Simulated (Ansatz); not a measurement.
# PbO (model cell, started as CsCl type): following an unstable mode, part 2 of 3

Which phase does PbO (model cell, started as CsCl type) fall into along its unstable mode, and how much energy does it gain?

Ansatz 0.2.0; DFT LDA, scalar-relativistic, plane waves, PAW.

So far, highest frequency on path, mesh or solved points (cm⁻¹): step 2 (response at finite wavevector) 384. Also lowest frequency on the path (cm⁻¹): step 2 -208.

The structure was built from a prototype and need not be the compound's stable phase.

## Step 6: Relaxing from the distorted cell

Starting from the lowest point found, all atoms and the cell are let go, so that strain and other modes of the same symmetry can join in.

File input.yaml:

```yaml
crystal:
  lattice:
    - [3.1241775346, 0.0, 0.0]
    - [0.0, 3.1241775346, 0.0]
    - [0.0, 0.0, 3.1241775346]
  atoms:
    - { symbol: Pb, position: [-0.0064212454, 0.0064212454, 0.0064212454] }
    - { symbol: O, position: [0.5831603256, 0.4168396744, 0.4168396744] }
kpoints:
  mp_grid: { grid: [12, 12, 12] }
hamiltonian:
  xc: lda
scf:
  occupations: { method: fixed }
output:
  forces: true
  stress: true
  eigenvalues: true
relax:
  adjacent_minimum: "off"
  f_tol: 0.002
  max_steps: 120
  cell: { stress_tol: 0.03 }
```

Launch:

```console
$ ansatz run input.yaml --threads 4 --pin off --max-ram 7168MiB --backend cpu --events-out ev --progress --plain --runs-dir out
```

Output:

```text
[...]
Crystal: 2 atoms, lattice volume = 30.493 Å³
Basis set: ecut = 420 eV, 619 PW (Γ)
Bands: 14, of which v1, the nominal top of the filled ones, is band 10 counted from 1 (9 counted from 0)
Symmetry: 6 space group operations
[...]
k-points: 189 of 1728 (time reversal used)
[...]
SCF iter   1: F=—  HF=-12156.527591 eV  |F-HF|=—  |Δ(HF+E_count)|=         —  Δρ=1.51e-2  dr2=6.52e-2  ethr=1.77e-3  ⟨swp⟩=4.8  Hψ=12708  notcnv=0  defer=371
[...]
SCF iter   7: F=-12156.511592 eV  HF=-12156.511592 eV  |F-HF|=6.76e-9  |Δ(HF+E_count)|=   3.21e-8  Δρ=4.97e-6  dr2=7.74e-9  ethr=5.00e-10  ⟨swp⟩=8.8  Hψ=15960  notcnv=0
SCF 1 converged in 7 iterations: F = -12156.511592 eV  dr2 = 7.74e-9
[...]
relax step   1: F+E_penalty+E_count = -12156.51159181 eV  Δ(F+E_penalty+E_count) = +0.000e0 eV  max|allowed force component| = 2.026e-2 eV/Å  Δτ_max = 0.0000 Å  P = +6.328 GPa  Ω = 30.493 Å³  (7 SCF iters, dr2 threshold 1.00e-7 eV, accepted)
Crystal: 2 atoms, lattice volume = 32.822 Å³
Basis set: ecut = 420 eV, 643 PW (Γ)
[...]
SCF iter   6: F=-12156.586847 eV  HF=-12156.586847 eV  |F-HF|=7.28e-10  |Δ(HF+E_count)|=   4.05e-7  Δρ=9.06e-6  dr2=1.34e-8  ethr=1.00e-9  ⟨swp⟩=8.5  Hψ=17336  notcnv=0
SCF 2 converged in 6 iterations: F = -12156.586847 eV  dr2 = 1.34e-8
relax step   2: F+E_penalty+E_count = -12156.58684655 eV  Δ(F+E_penalty+E_count) = -7.525e-2 eV  max|allowed force component| = 1.612e-1 eV/Å  Δτ_max = 0.0450 Å  P = -0.996 GPa  Ω = 32.822 Å³  energy of the carried Pulay correction = -7.848e-3 eV  (6 SCF iters, dr2 threshold 2.00e-7 eV, accepted)
Crystal: 2 atoms, lattice volume = 33.953 Å³
Basis set: ecut = 420 eV, 655 PW (Γ)
[...]
SCF iter   6: F=-12156.640982 eV  HF=-12156.640982 eV  |F-HF|=8.00e-9  |Δ(HF+E_count)|=   2.60e-7  Δρ=1.06e-5  dr2=2.23e-8  ethr=1.00e-9  ⟨swp⟩=8.3  Hψ=16473  notcnv=0
SCF 3 converged in 6 iterations: F = -12156.640982 eV  dr2 = 2.23e-8
[...]
relax step   3: F+E_penalty+E_count = -12156.64098248 eV  Δ(F+E_penalty+E_count) = -5.414e-2 eV  max|allowed force component| = 1.624e-1 eV/Å  Δτ_max = 0.0491 Å  P = -2.682 GPa  Ω = 33.953 Å³  energy of the carried Pulay correction = -1.146e-2 eV  (6 SCF iters, dr2 threshold 2.00e-7 eV, accepted)
[... from here on, the SCF cycles and remarks between the steps are left out ...]
relax step   4: F+E_penalty+E_count = -12156.70082058 eV  Δ(F+E_penalty+E_count) = -5.984e-2 eV  max|allowed force component| = 2.283e-2 eV/Å  Δτ_max = 0.0527 Å  P = -0.977 GPa  Ω = 34.063 Å³  energy of the carried Pulay correction = -1.180e-2 eV  (6 SCF iters, dr2 threshold 2.00e-7 eV, accepted)
relax step   5: F+E_penalty+E_count = -12156.71586145 eV  Δ(F+E_penalty+E_count) = -1.504e-2 eV  max|allowed force component| = 1.912e-2 eV/Å  Δτ_max = 0.0252 Å  P = -0.203 GPa  Ω = 34.020 Å³  energy of the carried Pulay correction = -1.167e-2 eV  (6 SCF iters, dr2 threshold 2.00e-7 eV, accepted)
relax step   6: F+E_penalty+E_count = -12156.71673895 eV  Δ(F+E_penalty+E_count) = -8.775e-4 eV  max|allowed force component| = 3.014e-3 eV/Å  Δτ_max = 0.0020 Å  P = +0.051 GPa  Ω = 33.874 Å³  energy of the carried Pulay correction = -1.121e-2 eV  (4 SCF iters, dr2 threshold 2.00e-7 eV, accepted)
relax step   7: F+E_penalty+E_count = -12156.71671093 eV  Δ(F+E_penalty+E_count) = +2.802e-5 eV  max|allowed force component| = 4.020e-4 eV/Å  Δτ_max = 0.0003 Å  P = -0.008 GPa  Ω = 33.884 Å³  energy of the carried Pulay correction = -1.124e-2 eV  (4 SCF iters, dr2 threshold 1.42e-8 eV, accepted)
relax step   8: F+E_penalty+E_count = -12156.79111978 eV  Δ(F+E_penalty+E_count) = -7.441e-2 eV  max|allowed force component| = 7.114e-3 eV/Å  Δτ_max = 0.0000 Å  P = +2.347 GPa  Ω = 33.884 Å³  stress off target by 5.87e0 GPa  SCF on the basis re-selected at this cell (its energy is not comparable with the rows above)  (8 SCF iters)
relax step   9: F+E_penalty+E_count = -12156.83076036 eV  Δ(F+E_penalty+E_count) = -3.964e-2 eV  max|allowed force component| = 4.029e-4 eV/Å  Δτ_max = 0.0353 Å  P = +1.529 GPa  Ω = 34.862 Å³  energy of the carried Pulay correction = -3.295e-3 eV  (6 SCF iters, dr2 threshold 2.00e-7 eV, accepted)
relax step  10: F+E_penalty+E_count = -12156.84997142 eV  Δ(F+E_penalty+E_count) = -1.921e-2 eV  max|allowed force component| = 1.872e-2 eV/Å  Δτ_max = 0.0325 Å  P = +0.776 GPa  Ω = 35.837 Å³  energy of the carried Pulay correction = -7.280e-3 eV  (6 SCF iters, dr2 threshold 2.00e-7 eV, accepted)
relax step  11: F+E_penalty+E_count = -12156.85116667 eV  Δ(F+E_penalty+E_count) = -1.195e-3 eV  max|allowed force component| = 8.085e-3 eV/Å  Δτ_max = 0.0173 Å  P = +0.083 GPa  Ω = 36.471 Å³  energy of the carried Pulay correction = -1.029e-2 eV  (6 SCF iters, dr2 threshold 2.00e-7 eV, accepted)
relax step  12: F+E_penalty+E_count = -12156.85125797 eV  Δ(F+E_penalty+E_count) = -9.130e-5 eV  max|allowed force component| = 1.607e-3 eV/Å  Δτ_max = 0.0024 Å  P = -0.046 GPa  Ω = 36.466 Å³  energy of the carried Pulay correction = -1.027e-2 eV  (5 SCF iters, dr2 threshold 4.02e-8 eV, accepted)
relax step  13: F+E_penalty+E_count = -12156.85132576 eV  Δ(F+E_penalty+E_count) = -6.779e-5 eV  max|allowed force component| = 2.761e-4 eV/Å  Δτ_max = 0.0001 Å  P = -0.004 GPa  Ω = 36.453 Å³  energy of the carried Pulay correction = -1.020e-2 eV  (4 SCF iters, dr2 threshold 5.55e-9 eV, accepted)
relax step  14: F+E_penalty+E_count = -12156.87392339 eV  Δ(F+E_penalty+E_count) = -2.260e-2 eV  max|allowed force component| = 3.090e-3 eV/Å  Δτ_max = 0.0000 Å  P = +0.390 GPa  Ω = 36.453 Å³  stress off target by 1.41e0 GPa  SCF on the basis re-selected at this cell (its energy is not comparable with the rows above)  (8 SCF iters)
relax step  15: F+E_penalty+E_count = -12156.87712426 eV  Δ(F+E_penalty+E_count) = -3.201e-3 eV  max|allowed force component| = 4.348e-3 eV/Å  Δτ_max = 0.0133 Å  P = +0.178 GPa  Ω = 36.896 Å³  energy of the carried Pulay correction = -1.314e-3 eV  (6 SCF iters, dr2 threshold 2.00e-7 eV, accepted)
relax step  16: F+E_penalty+E_count = -12156.87678112 eV  Δ(F+E_penalty+E_count) = +3.431e-4 eV  max|allowed force component| = 2.673e-3 eV/Å  Δτ_max = 0.0098 Å  P = -0.109 GPa  Ω = 37.286 Å³  energy of the carried Pulay correction = -2.566e-3 eV  (6 SCF iters, dr2 threshold 2.00e-7 eV, accepted)
relax step  17: F+E_penalty+E_count = -12156.87694560 eV  Δ(F+E_penalty+E_count) = -1.645e-4 eV  max|allowed force component| = 5.113e-4 eV/Å  Δτ_max = 0.0001 Å  P = +0.003 GPa  Ω = 37.242 Å³  energy of the carried Pulay correction = -2.418e-3 eV  (4 SCF iters, dr2 threshold 3.76e-8 eV, accepted)
relax step  18: F+E_penalty+E_count = -12156.88005496 eV  Δ(F+E_penalty+E_count) = -3.109e-3 eV  max|allowed force component| = 8.368e-4 eV/Å  Δτ_max = 0.0000 Å  P = +0.033 GPa  Ω = 37.242 Å³  stress off target by 1.97e-1 GPa  SCF on the basis re-selected at this cell (its energy is not comparable with the rows above)  (6 SCF iters)
relax step  19: F+E_penalty+E_count = -12156.87994216 eV  Δ(F+E_penalty+E_count) = +1.128e-4 eV  max|allowed force component| = 1.117e-4 eV/Å  Δτ_max = 0.0024 Å  P = +0.012 GPa  Ω = 37.322 Å³  energy of the carried Pulay correction = -2.185e-4 eV  (5 SCF iters, dr2 threshold 9.66e-8 eV, accepted)
relax step  20: F+E_penalty+E_count = -12156.87987946 eV  Δ(F+E_penalty+E_count) = +6.269e-5 eV  max|allowed force component| = 2.121e-4 eV/Å  Δτ_max = 0.0007 Å  P = +0.003 GPa  Ω = 37.346 Å³  energy of the carried Pulay correction = -2.847e-4 eV  (5 SCF iters, dr2 threshold 3.02e-9 eV, accepted)
[...]
SCF iter   5: F=-12156.880197 eV  HF=-12156.880197 eV  |F-HF|=3.64e-12  |Δ(HF+E_count)|=  3.26e-10  Δρ=2.15e-7  dr2=5.44e-12  ethr=1.00e-12  ⟨swp⟩=8.6  Hψ=17956  notcnv=0
SCF 21 converged in 5 iterations: F = -12156.880197 eV  dr2 = 5.44e-12
relax step  21: F+E_penalty+E_count = -12156.88019666 eV  Δ(F+E_penalty+E_count) = -3.172e-4 eV  max|allowed force component| = 2.474e-4 eV/Å  Δτ_max = 0.0000 Å  P = +0.004 GPa  Ω = 37.346 Å³  stress off target by 2.14e-2 GPa  SCF on the basis re-selected at this cell (its energy is not comparable with the rows above)  (5 SCF iters)
[...]
SCF converged after 5 iterations
Free energy (F): -12156.880197 eV
[...]
Internal energy: -12156.880197 eV  (E = F + TS)
E sigma→0 (E₀):  -12156.880197 eV
Fermi energy:    8.958047 eV
[...]
--- Forces (eV/Å), atoms counted from 1 ---
  atom   1  Pb     0.00024634    -0.00024634    -0.00024634
  atom   2  O     -0.00024841     0.00024841     0.00024841
  max |Σ_I F_I| component: 2.06e-6 eV/Å
--- Stress (GPa, compression-positive) ---
        0.004495      -0.008459      -0.008459
       -0.008459       0.004495       0.008459
       -0.008459       0.008459       0.004495
  P = ⅓ Tr σ = 0.0045 GPa (0.045 kbar)
--- Band table (eV; the first three rows and the last of 189) ---
  k-point 0: bands = [... 6 lower, 1.9410, 6.7302, 6.7302, 6.9630, 14.4127, 14.4127, 17.5563, 19.7112]
  k-point 1: bands = [... 6 lower, 1.8664, 6.7065, 6.7512, 6.9546, 14.1141, 14.5295, 17.3918, 19.8637]
  k-point 2: bands = [... 6 lower, 1.6508, 6.6447, 6.7486, 7.0141, 13.3522, 14.8626, 17.2100, 20.1784]
  k-point 188: bands = [... 6 lower, 2.6727, 5.6722, 5.8711, 5.8711, 12.6753, 12.8670, 12.8670, 17.4220]
--- Relaxed structure (17 steps of the walk, 17 accepted, 4 SCFs on fresh bases) ---
  F+E_penalty+E_count = -12156.88019666 eV   max|allowed force component| = 2.474e-4 eV/Å   (the final SCF, on the basis selected at the relaxed cell)
  cell:  # Å, volume = 37.3462 Å³
    - [3.392669, -0.427529, -0.427529]
    - [-0.427529, 3.392669, 0.427529]
    - [-0.427529, 0.427529, 3.392669]
  atoms:
    - { symbol: Pb, position: [-0.057920, 0.057920, 0.057920] }
    - { symbol: O, position: [0.634659, 0.365341, 0.365341] }
```

Wall time 45 s (4 threads of Arm Neoverse V2, shared host); peak memory 0.45 GiB; 2.9 min of CPU time.

Relaxation path:

```csv
step,energy less that of the first step (eV),largest force component (eV/Å),pressure (GPa),volume (Å³)
1,0.0000,0.0203,6.33,30.49
2,-0.0753,0.1612,-1.00,32.82
3,-0.1294,0.1624,-2.68,33.95
4,-0.1892,0.0228,-0.98,34.06
5,-0.2043,0.0191,-0.20,34.02
6,-0.2051,0.0030,0.05,33.87
7,-0.2051,0.0004,-0.01,33.88
8*,-0.2795,0.0071,2.35,33.88
9,-0.3192,0.0004,1.53,34.86
10,-0.3384,0.0187,0.78,35.84
11,-0.3396,0.0081,0.08,36.47
12,-0.3397,0.0016,-0.05,36.47
13,-0.3397,0.0003,0.00,36.45
14*,-0.3623,0.0031,0.39,36.45
15,-0.3655,0.0043,0.18,36.90
16,-0.3652,0.0027,-0.11,37.29
17,-0.3654,0.0005,0.00,37.24
18*,-0.3685,0.0008,0.03,37.24
19,-0.3683,0.0001,0.01,37.32
20,-0.3683,0.0002,0.00,37.35
21*,-0.3686,0.0002,0.00,37.35
```

Relaxation steps marked * repeat the geometry before them on a plane-wave basis chosen anew for their cell, so energy and pressure can jump there.

Forces are held to the 6 operations that the program found; a distortion that breaks them can't arise in this run.

```csv
cell as run,before,after,change
a (Å),3.124,3.446,+10.3 %
b (Å),3.124,3.446,+10.3 %
c (Å),3.124,3.446,+10.3 %
α (°),90.00,74.95,-16.7 %
β (°),90.00,105.05,+16.7 %
γ (°),90.00,105.05,+16.7 %
volume (Å³/atom),15.25,18.67,+22.5 %
```

The atoms that moved most (Å, as changes of fractional coordinates times the final cell):

```csv
atom,dx,dy,dz,length
Pb1,-0.219,0.219,0.219,0.379
O2,0.219,-0.219,-0.219,0.379
```

Final coordinates:

```
Pb O
1.0
     3.39267   -0.42753   -0.42753
    -0.42753    3.39267    0.42753
    -0.42753    0.42753    3.39267
Pb O
1 1
Direct
  0.94208 0.05792 0.05792
  0.63466 0.36534 0.36534
```

Numbers from this step:

```yaml
pressure: 0.004495 GPa
gap_on_the_k_mesh: 1.898 eV
volume_per_atom: 18.67 Å³
```

The distorted start has space group R3m; the relaxation ends in R3m.

## Step 7: The new phase in its own primitive cell

The relaxed structure is symmetrised, reduced to its primitive cell and relaxed tightly, as its phonons need.

input.yaml, the sections that differ from step 6:

```yaml
crystal:
  lattice:
    - [2.0966701505, 1.2105130758, 2.4524267931]
    - [-2.0966701505, 1.2105130758, 2.4524267931]
    - [0.0, -2.4210261515, 2.4524267931]
  atoms:
    - { symbol: Pb, position: [0.942080255, 0.942080255, 0.942080255] }
    - { symbol: O, position: [0.6346588252, 0.6346588252, 0.6346588252] }
kpoints:
  mp_grid: { grid: [9, 9, 9] }
relax:
  adjacent_minimum: "off"
  f_tol: 0.001
  max_steps: 60
  cell: { stress_tol: 0.01 }
# hamiltonian, scf, output: as in step 6
```

Output:

```text
[...]
Crystal: 2 atoms, lattice volume = 37.346 Å³
Basis set: ecut = 420 eV, 711 PW (Γ)
Bands: 14, of which v1, the nominal top of the filled ones, is band 10 counted from 1 (9 counted from 0)
Symmetry: 6 space group operations
[...]
k-points: 85 of 729 (time reversal used)
[...]
k-point 84: bands = [... 6 lower, 2.5556, 5.1005, 5.8073, 6.6312, 12.0505, 13.0470, 13.3992, 17.8215]
--- Relaxed structure (2 steps of the walk, 2 accepted, 1 SCFs on fresh bases) ---
[...]
cell:  # Å, volume = 37.3535 Å³
    - [2.096593, 1.210468, 2.453086]
    - [-2.096593, 1.210468, 2.453086]
    - [0, -2.420937, 2.453086]
  atoms:
    - { symbol: Pb, position: [0.942048, 0.942048, 0.942048] }
    - { symbol: O, position: [0.634691, 0.634691, 0.634691] }
[key lines of the parts left out:]
SCF converged after 5 iterations
Free energy (F): -12156.880151 eV
Fermi energy:    8.956038 eV
P = ⅓ Tr σ = -0.0005 GPa (-0.005 kbar)
```

Wall time 3.5 s (4 threads); peak memory 0.38 GiB.

Little changed from the start: no atom moved by 0.005 Å and no cell edge by 0.1 %.

Numbers from this step:

```
pressure           : -4.71e-4 GPa
gap on the k-mesh  : 1.989 eV
volume per atom    : 18.68 Å³
direct gap on mesh : 2.326 eV
```

The largest force component left is 0.21 meV/Å and the pressure is 0.000 GPa, within the tolerances set. The cell now holds 18.68 Å³/atom.

(Part 2 of 3 ends here.)

[Long decimals in the printed logs are rounded to 6 places.]

[Logs are printed without paths, hosts, clocks, repeated set-up lines and the standing remarks that a program may print on its own settings, such as how far it seeks lower states.]

[Hosts, paths, dates, database ids (printed as entryN), source tags and the programs' standing remarks are cut or masked in the printed files.]

[Where the starting crystal was built by hand or by swapping elements, it need not be the compound's stable phase.]
